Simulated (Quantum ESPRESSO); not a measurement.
# Voltage at the next charge: W2CS2 MXene, 1 layer against an electrode

Method. Quantum ESPRESSO 7.5, PBE, GBRV ultrasoft; ESM with bc3, a metal electrode 7.29 Å above the top atoms; cell area 9.268 Å²; ions fixed. V is the potential energy of an electron at the electrode over the slab's Fermi level, divided by e, so that it equals the work function at zero charge; positive charge removes electrons.

```
charge (e a cell)  V (V)
                0  5.100
           0.0127  6.676
           0.0254  8.258
```

**Question.** What is V at a charge of 0.0508 e, and what capacitance do the rows imply?

**Fit.** The last two rows give dV/dq = (8.258 − 6.676)/(0.0254 − 0.0127) = 124.6 V/e, so C = 1602/(9.268 × 124.6) = 1.39 µF/cm², an effective gap of 8.854/1.39 = 6.38 Å. At constant C, V = 8.258 + 124.6 × 0.0254 = 11.42 V.

What the calculation gave: V = 11.438 V; the estimate misses by −0.02 V, 0.5 % of the step. Over the three intervals C goes 1.39, 1.39 and 1.38 µF/cm².

Caveats: Vacuum fills the gap; a dielectric or electrolyte would change C. The slab is thin.

[Logs are printed without paths, hosts, clocks, repeated set-up lines and the standing remarks that a program may print on its own settings, such as how far it seeks lower states.]
